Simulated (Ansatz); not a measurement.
## Changed inputs in constrained RPA: TcS2 (1T sheet)

What does U in TcS2 (1T sheet) depend on besides the window?

Main program and level: Ansatz 0.2.0; constrained RPA on LDA, plane waves, PAW.

### Step 1. The structure

The cell holds 3 atoms: 1 Tc and 2 S. Its edges and angles: a = 2.973 Å, b = 2.973 Å, c = 29.617 Å, α = 90.0°, β = 90.0°, γ = 120.0°. Vacuum lies along c.

The structure was relaxed with LDA. The structure was generated from a model, not taken from a measurement. The runs that relaxed it are not among those shown. The program's search for lower electronic states was switched off, so nothing shows that the state found is the lowest. The default PAW set here is soft_2. Its files were made with PBE. The Coulomb interaction is cut off across the vacuum.

### Step 2. Base: Tc t2g + anion p, bands v8 to c1, 6×6×1 mesh, medium accuracy

Constrained RPA screens the interaction with every transition except those inside the target bands, which a later many-body model would treat itself.

Contents of input.yaml:

```yaml
crystal:
  lattice:
    - [0.0, 2.10216043, 2.10216043]
    - [2.10216043, -2.10216043, 0.0]
    - [17.09949059, 17.09949059, -17.09949059]
  atoms:
    - { symbol: Tc, position: [0.0, 0.0, 0.3192165679] }
    - { symbol: S, position: [0.3333333333, 0.6666666667, 0.3749194856] }
    - { symbol: S, position: [0.6666666667, 0.3333333333, 0.2635136502] }
  periodic: [true, true, false]
kpoints:
  mp_grid: { grid: [12, 12, 1] }
hamiltonian:
  xc: lda
scf:
  occupations: { method: gaussian, width: 0.08 }
  n_extra_bands: 19
  max_iter: 150
  lower_state_search: "off"
output:
  crpa:
    kmesh: [6, 6, 1]
    target_bands: [v8, c1]
    projections:
      - { species: Tc, l: d, shell: 4, orbitals: [dxz, dyz, dxy] }
      - { species: S, l: p, shell: 3 }
  local_orbitals:
    kmesh: [12, 12, 1]
    orbitals:
      - { species: Tc, l: d, shell: 4, orbitals: [dxz, dyz, dxy] }
      - { species: S, l: p, shell: 3 }
    window: { bands: [v8, c1] }
    seedname: lo
```

Launch:

```bash
ansatz run input.yaml --threads 8 --pin off --max-ram 14745MiB --backend cpu --events-out ev --progress --plain --runs-dir out
```

Numbers of over 12 decimals in the logs are rounded to 6 here.

What it wrote:

```text
scf.n_extra_bands = 19 over 14 filled bands (N_el = 27.0): the run solves 33 bands
Engine: ansatz 0.2.0, aarch64-unknown-linux-gnu
Pseudopotentials: kind: paw
Pseudopotential: Tc, paw, valence charge 15, recommended cutoff 500 eV (normal), Tc.paw.azcp
Pseudopotential: S, paw, valence charge 6, recommended cutoff 420 eV (normal), S.paw.azcp
Functional definition: SPW92
  exchange = slater_x
  correlation = pw_c
Crystal: 3 atoms, lattice volume = 226.692 Å³
Basis set: ecut = 500 eV, 5867 PW (Γ)
Bands: 33, of which v1, the nominal top of the filled ones, is band 14 counted from 1 (13 counted from 0)
Symmetry: 12 space group operations
Space group: P-3m1 (ITA 164), of the structure as read, at distance tolerance 6.1e-5 Å
k-points: 19 of 144
Non-local potential: Tc, projectors of the file, l = 0: 3, l = 1: 3, l = 2: 2, l = 3: 2
Non-local potential: S, projectors of the file, l = 0: 2, l = 1: 2, l = 2: 2
PAW form: soft (Blöchl's): semilocal exchange-correlation on the pseudo side does not see the compensation charge
PAW frozen core: Tc, regenerated for the run's functional, and the local potential with it (the file was generated under x = pbe(κ = 0.804, μ = 0.219515), c = pbe(β = 0.066725))
PAW frozen core: S, regenerated for the run's functional, and the local potential with it (the file was generated under x = pbe(κ = 0.804, μ = 0.219515), c = pbe(β = 0.066725))
PAW one-centre angular grid: Tc, 590 points (default); XC on 64 Gauss nodes
PAW one-centre angular grid: S, 110 points (default); XC on 64 Gauss nodes
Initial density: superposition of atomic densities (neutral atoms: chi_scale 0, normalization atom)
Initial wavefunctions: pseudopotential atomic-orbital guess
Functional: x = slater, c = lda
SCF iter   1: F=—  HF=-7022.119151 eV  |F-HF|=—  |Δ(HF+E_count)|=         —  Δρ=1.96e-2  dr2=3.34e0  ethr=3.10e-3  ⟨swp⟩=13.9  Hψ=5953  notcnv=0  defer=131
preconditioner: auto → LDOS  [metal: Δε(μ)=0.072 eV  Ē_g=15.243 eV  σ=0.080 eV  W_gap=0.45  n_scr=18 (ndim 8)  ℏωp=10.8 eV  f_vac=0.751  D(μ)=3.39/eV (n_scr^D=14)  β→1.0]
SCF iter   2: F=—  HF=-7021.604432 eV  |F-HF|=—  |Δ(HF+E_count)|=   5.15e-1  Δρ=1.29e-2  dr2=3.60e-1  ethr=3.10e-3  ⟨swp⟩=4.8  Hψ=1439  notcnv=0  defer=246
SCF iter   3: F=—  HF=-7021.525166 eV  |F-HF|=—  |Δ(HF+E_count)|=   7.93e-2  Δρ=4.11e-3  dr2=1.61e-1  ethr=1.33e-3  ⟨swp⟩=3.8  Hψ=1026  notcnv=0  defer=246
SCF iter   4: F=—  HF=-7021.506960 eV  |F-HF|=—  |Δ(HF+E_count)|=   1.82e-2  Δρ=2.09e-3  dr2=3.62e-2  ethr=5.95e-4  ⟨swp⟩=2.6  Hψ=697  notcnv=0  defer=242
SCF iter   5: F=—  HF=-7021.502511 eV  |F-HF|=—  |Δ(HF+E_count)|=   4.45e-3  Δρ=5.87e-4  dr2=2.48e-3  ethr=1.34e-4  ⟨swp⟩=2.7  Hψ=672  notcnv=0  defer=242
[...]
cRPA screening: q 28/36 (q-point 15)
cRPA screening: q 30/36 (q-point 16)
cRPA screening: q 34/36 (q-point 17)
cRPA screening: q 36/36 (q-point 22)
SCF converged after 9 iterations
Free energy (F): -7021.502643 eV
Harris-Foulkes:  -7021.502643 eV  (|F-HF|=7.99e-10)
Internal energy: -7021.490406 eV  (E = F + TS)
E sigma→0 (E₀):  -7021.496525 eV
Entropy (-TS):   -0.012237 eV (-4.079 meV/atom)
Fermi energy:    -5.317629 eV
--- Per-component energies (eV) ---
  E_band       = -629.738738
  E_kinetic    = 840.365712
  E_local      = -53574.775766  (includes V_loc(G=0)·N_el)
  E_nonlocal   = 352.530319
  E_hartree    = 26179.181146
  E_xc         = -431.014896
  E_vxc        = -470.595657  (∫ρ·V_xc dr)
  E_paw        = -4301.411885  (= ΣΔE_a)
  E_vpaw       = -135.612016  (= ΣTr[D̂ρ^β])
  E_aug_tail   = 0.000008  (compensation charges beyond the density's cutoff)
  E_ewald      = 23912.816839
  E_core_change = 0.818116  (= ΣΔE_core)
  E_smearing   = -0.012237  (= −TS)
  E_closure    = -0.000000  (closes the sum)
  Σ components = -7021.502643   (vs F -7021.502643, Δ=0.00e0)
--- Band table (eV; the first three rows and the last of 19) ---
  k-point 0: bands = [... 10 lower, -7.7001, -6.8624, -6.8624, -4.6762, -4.6762, -2.1631, -2.1631, -0.6866, ... 15 higher]
  k-point 1: bands = [... 10 lower, -7.6980, -7.0935, -7.0466, -4.9542, -4.5685, -2.6476, -2.2603, -0.5230, ... 15 higher]
  k-point 2: bands = [... 10 lower, -7.8879, -7.3679, -7.3236, -5.3266, -4.4706, -3.3918, -2.4049, -0.0867, ... 15 higher]
  k-point 18: bands = [... 10 lower, -9.5430, -9.5430, -5.6908, -5.6908, -4.7517, -2.6453, -2.6453, 0.8935, ... 15 higher]
  the weakly bound empty levels are not read free of the cell's end (no_gap_told)
--- cRPA (band scheme, projected local orbitals): target bands 7..15 (1-based), 9 Wannier function(s), 6×6×1 mesh, 30 bands' worth read of 35 solved, ecut_chi 136.0 eV, v(q+G=0) probe_charge, pair densities all_electron ---
  χ-basis size per q: N_G = 795..829
  window electrons = 15.0000, filled by tetrahedron_uncorrected; constrained ε̄⁻¹(q = 0, 0) head = 0.559506; min gauge Gram eig = 0.2551
  Kanamori averages over each shell's own Wannier functions (sites counted from 0, functions from 1):
  Each shell's averages of U are screened by what lies outside the whole window alone: parameters of one model of all the shells.
    Site 0, 4D, 3 of 5 d orbitals (Wannier functions 1, 2, 3; wannier90's mr 2, 3, 5):
      screened: U = 3.7769 eV, U' = 2.9509 eV, J = 0.3972 eV
      screened, to within: U = 7.5e-3 eV, U' = 7.5e-3 eV, J = 1.2e-3 eV
      bare: V = 14.0582 eV, V' = 12.9098 eV, J = 0.5522 eV
    Site 1, 3P, 3 of 3 p orbitals (Wannier functions 4, 5, 6; wannier90's mr 1, 2, 3):
      screened: U = 3.5873 eV, U' = 2.7359 eV, J = 0.3326 eV
      screened, to within: U = 6.8e-3 eV, U' = 6.8e-3 eV, J = 8.0e-4 eV
      bare: V = 11.3775 eV, V' = 9.8780 eV, J = 0.5480 eV
    Site 2, 3P, 3 of 3 p orbitals (Wannier functions 7, 8, 9; wannier90's mr 1, 2, 3):
      screened: U = 3.5873 eV, U' = 2.7359 eV, J = 0.3326 eV
      screened, to within: U = 6.8e-3 eV, U' = 6.8e-3 eV, J = 8.0e-4 eV
      bare: V = 11.3775 eV, V' = 9.8780 eV, J = 0.5480 eV
  Hermiticity witness max|P − P†| over intra, direct and exchange elements: 1.60e-14 eV (screened), 9.62e-17 eV (bare)
  Reality witness max|Im| over intra, direct and exchange elements: 5.84e-12 eV (screened), 1.27e-11 eV (bare)
```

Wall time 1.9 min (8 threads of Arm Neoverse V2, shared host); peak memory 2.6 GiB.

This step gave:

```yaml
u: 3.777 eV
u_prime_inter_orbital: 2.951 eV
j: 0.3972 eV
bare_v: 14.06 eV
bare_j: 0.5522 eV
stated_bound_on_u: 0.007483 eV
u_over_bare_v: 0.2687
electrons_in_the_window: 15
head_of_the_constrained_inverse_dielectric_matrix: 0.5595
least_eigenvalue_of_the_projection_s_overlap: 0.2551
target_functions: 9
bands_in_the_sums: 30
r_m_s_miss_of_the_model_bands: 0.005623 eV
width_of_the_target_bands: 8.990 eV
weight_of_the_projected_orbitals_in_the_window: 0.9428
```

On the Tc t2g shell, screening brings the on-site interaction from 14.1 eV down to U = 3.78 eV.

### Step 3. Changed: 9×9×1 mesh

Changes to input.yaml since step 2:

```diff
@@ -21,3 +21,3 @@
   crpa:
-    kmesh: [6, 6, 1]
+    kmesh: [9, 9, 1]
     target_bands: [v8, c1]
@@ -26,8 +26 @@
       - { species: S, l: p, shell: 3 }
-  local_orbitals:
-    kmesh: [12, 12, 1]
-    orbitals:
-      - { species: Tc, l: d, shell: 4, orbitals: [dxz, dyz, dxy] }
-      - { species: S, l: p, shell: 3 }
-    window: { bands: [v8, c1] }
-    seedname: lo
```

What it wrote:

```text
[...]
Crystal: 3 atoms, lattice volume = 226.692 Å³
Basis set: ecut = 500 eV, 5867 PW (Γ)
Bands: 33, of which v1, the nominal top of the filled ones, is band 14 counted from 1 (13 counted from 0)
Symmetry: 12 space group operations
[...]
k-points: 19 of 144
[...]
SCF iter   1: F=—  HF=-7022.119151 eV  |F-HF|=—  |Δ(HF+E_count)|=         —  Δρ=1.96e-2  dr2=3.34e0  ethr=3.10e-3  ⟨swp⟩=13.9  Hψ=5953  notcnv=0  defer=131
[...]
SCF iter   9: F=-7021.502643 eV  HF=-7021.502643 eV  |F-HF|=7.99e-10  |Δ(HF+E_count)|=   1.68e-7  Δρ=3.40e-6  dr2=3.44e-8  ethr=3.70e-10  ⟨swp⟩=19.7  Hψ=6747  notcnv=0
SCF 1 converged in 9 iterations: F = -7021.502643 eV  dr2 = 3.44e-8
[...]
NSCF: frozen V_eff on 12 k-points
[...]
cRPA screening: q 1/81
cRPA screening: q 2/81
cRPA screening: q 6/81 (q-point 3)
cRPA screening: q 10/81 (q-point 4)
cRPA screening: q 14/81 (q-point 5)
[...]
k-point 18: bands = [... 10 lower, -9.5430, -9.5430, -5.6908, -5.6908, -4.7517, -2.6453, -2.6453, 0.8935, ... 15 higher]
  the weakly bound empty levels are not read free of the cell's end (no_gap_told)
[...]
χ-basis size per q: N_G = 791..829
[...]
Site 0, 4D, 3 of 5 d orbitals (Wannier functions 1, 2, 3; wannier90's mr 2, 3, 5):
      screened: U = 3.8086 eV, U' = 2.9920 eV, J = 0.3921 eV
      screened, to within: U = 7.6e-3 eV, U' = 7.6e-3 eV, J = 1.2e-3 eV
      bare: V = 13.9391 eV, V' = 12.8006 eV, J = 0.5469 eV
    Site 1, 3P, 3 of 3 p orbitals (Wannier functions 4, 5, 6; wannier90's mr 1, 2, 3):
      screened: U = 3.6489 eV, U' = 2.8029 eV, J = 0.3315 eV
      screened, to within: U = 6.9e-3 eV, U' = 6.9e-3 eV, J = 7.7e-4 eV
      bare: V = 11.3208 eV, V' = 9.8298 eV, J = 0.5459 eV
    Site 2, 3P, 3 of 3 p orbitals (Wannier functions 7, 8, 9; wannier90's mr 1, 2, 3):
      screened: U = 3.6489 eV, U' = 2.8029 eV, J = 0.3315 eV
      screened, to within: U = 6.9e-3 eV, U' = 6.9e-3 eV, J = 7.7e-4 eV
      bare: V = 11.3208 eV, V' = 9.8298 eV, J = 0.5459 eV
[...]
[key lines of the parts left out:]
SCF converged after 9 iterations
Free energy (F): -7021.502643 eV
Fermi energy:    -5.317629 eV
```

Run time: 7.3 min. Hardware: 8 threads; peak memory 2.8 GiB; 56 min of CPU time.

Numbers from this step:

| Item | Value |
| --- | --- |
| U | 3.809 eV |
| U prime (inter-orbital) | 2.992 eV |
| J | 0.3921 eV |
| bare V | 13.94 eV |
| bare J | 0.5469 eV |
| stated bound on U | 0.007525 eV |
| U over bare V | 0.2732 |
| electrons in the window | 15.00 |
| head of the constrained inverse dielectric matrix | 0.5986 |
| least eigenvalue of the projection's overlap | 0.2551 |
| target functions | 9 |
| bands in the sums | 30 |
| width of the target bands | 8.990 eV |
| weight of the projected orbitals in the window | 0.9428 |

On the Tc t2g shell, screening brings the on-site interaction from 13.9 eV down to U = 3.81 eV.

### Step 4. Changed: accuracy high

Changes to input.yaml since step 3:

```diff
@@ -21,3 +21,3 @@
   crpa:
-    kmesh: [9, 9, 1]
+    kmesh: [6, 6, 1]
     target_bands: [v8, c1]
@@ -26 +26,2 @@
       - { species: S, l: p, shell: 3 }
+    accuracy: high
```

What it wrote:

```text
[...]
Crystal: 3 atoms, lattice volume = 226.692 Å³
Basis set: ecut = 500 eV, 5867 PW (Γ)
Bands: 33, of which v1, the nominal top of the filled ones, is band 14 counted from 1 (13 counted from 0)
Symmetry: 12 space group operations
[...]
k-points: 19 of 144
[...]
screened: U = 3.5893 eV, U' = 2.7373 eV, J = 0.3328 eV
      screened, to within: U = 7.0e-4 eV, U' = 7.0e-4 eV, J = 5.9e-5 eV
      bare: V = 11.3775 eV, V' = 9.8780 eV, J = 0.5480 eV
    Site 2, 3P, 3 of 3 p orbitals (Wannier functions 7, 8, 9; wannier90's mr 1, 2, 3):
      screened: U = 3.5893 eV, U' = 2.7373 eV, J = 0.3328 eV
      screened, to within: U = 7.0e-4 eV, U' = 7.0e-4 eV, J = 5.9e-5 eV
      bare: V = 11.3775 eV, V' = 9.8780 eV, J = 0.5480 eV
[...]
[key lines of the parts left out:]
SCF converged after 9 iterations
Free energy (F): -7021.502643 eV
Fermi energy:    -5.317629 eV
```

Run time: 3.3 min. Hardware: 8 threads; peak memory 2.7 GiB; 25 min of CPU time.

Numbers from this step:

```
U                                                 : 3.779 eV
U prime (inter-orbital)                           : 2.952 eV
J                                                 : 0.3977 eV
bare V                                            : 14.06 eV
bare J                                            : 0.5522 eV
stated bound on U                                 : 7.18e-4 eV
U over bare V                                     : 0.2688
electrons in the window                           : 15
head of the constrained inverse dielectric matrix : 0.5595
least eigenvalue of the projection's overlap      : 0.2551
target functions                                  : 9
bands in the sums                                 : 30
width of the target bands                         : 8.990 eV
weight of the projected orbitals in the window    : 0.9428
```

On the Tc t2g shell, screening brings the on-site interaction from 14.1 eV down to U = 3.78 eV.

### Step 5. Changed: accuracy low

Changes to input.yaml since step 4:

```diff
@@ -26,2 +26,2 @@
       - { species: S, l: p, shell: 3 }
-    accuracy: high
+    accuracy: low
```

What it wrote:

```text
[...]
Crystal: 3 atoms, lattice volume = 226.692 Å³
Basis set: ecut = 500 eV, 5867 PW (Γ)
Bands: 33, of which v1, the nominal top of the filled ones, is band 14 counted from 1 (13 counted from 0)
Symmetry: 12 space group operations
[...]
k-points: 19 of 144
[...]
screened: U = 3.5675 eV, U' = 2.7214 eV, J = 0.3310 eV
      screened, to within: U = 1.1e-1 eV, U' = 1.1e-1 eV, J = 9.3e-3 eV
      bare: V = 11.3775 eV, V' = 9.8780 eV, J = 0.5480 eV
    Site 2, 3P, 3 of 3 p orbitals (Wannier functions 7, 8, 9; wannier90's mr 1, 2, 3):
      screened: U = 3.5675 eV, U' = 2.7214 eV, J = 0.3310 eV
      screened, to within: U = 1.1e-1 eV, U' = 1.1e-1 eV, J = 9.3e-3 eV
      bare: V = 11.3775 eV, V' = 9.8780 eV, J = 0.5480 eV
[...]
[key lines of the parts left out:]
SCF converged after 9 iterations
Free energy (F): -7021.502643 eV
Fermi energy:    -5.317629 eV
```

It took 58 s on 8 threads; peak memory 2.5 GiB.

Numbers from this step:

| Property | Result |
| --- | --- |
| U | 3.753 eV |
| U prime (inter-orbital) | 2.936 eV |
| J | 0.3923 eV |
| bare V | 14.06 eV |
| bare J | 0.5522 eV |
| stated bound on U | 0.1006 eV |
| U over bare V | 0.2669 |
| electrons in the window | 15 |
| head of the constrained inverse dielectric matrix | 0.5593 |
| least eigenvalue of the projection's overlap | 0.2551 |
| target functions | 9 |
| bands in the sums | 30 |
| width of the target bands | 8.990 eV |
| weight of the projected orbitals in the window | 0.9428 |

On the Tc t2g shell, screening brings the on-site interaction from 14.1 eV down to U = 3.75 eV.

### Step 6. Changed: spin-orbit coupling, which the program doesn't serve

This step: constrained RPA on LDA with spin-orbit coupling, plane waves, PAW.

Changes to input.yaml since step 5:

```diff
@@ -19,2 +19,5 @@
   lower_state_search: "off"
+magnetization:
+  noncollinear: true
+  spin_orbit: true
 output:
@@ -26,2 +29 @@
       - { species: S, l: p, shell: 3 }
-    accuracy: low
```

What it wrote:

```text
Error: output.crpa with magnetization.noncollinear: true — the cRPA pipeline runs scalar-band solve channels only (unpolarised or collinear) — spinor oscillator elements are not implemented; use a collinear or unpolarised deck, or drop the output.crpa: request
```

Wall time 0.02 s (8 threads); peak memory 0.033 GiB.

The program refused the input before any cycle.

The program's message: “Error: output.crpa with magnetization.noncollinear: true — the cRPA pipeline runs scalar-band solve channels only (unpolarised or collinear) — spinor oscillator elements are not implemented; use a col …”

The fault put into this input: spin-orbit coupling, which the program doesn't serve.

(Continued in part 2 of 2.)

[Paths, hosts, dates, memory and timing lines, banners, echoed tables and standing remarks are left out of the program output.]

[Logs are printed without paths, hosts, clocks, repeated set-up lines and the standing remarks that a program may print on its own settings, such as how far it seeks lower states.]

[Runs of the session that timed out or met a known fault of the program may be left out.]

[Hosts, paths, dates, database ids (printed as entryN), source tags and the programs' standing remarks are cut or masked in the printed files.]
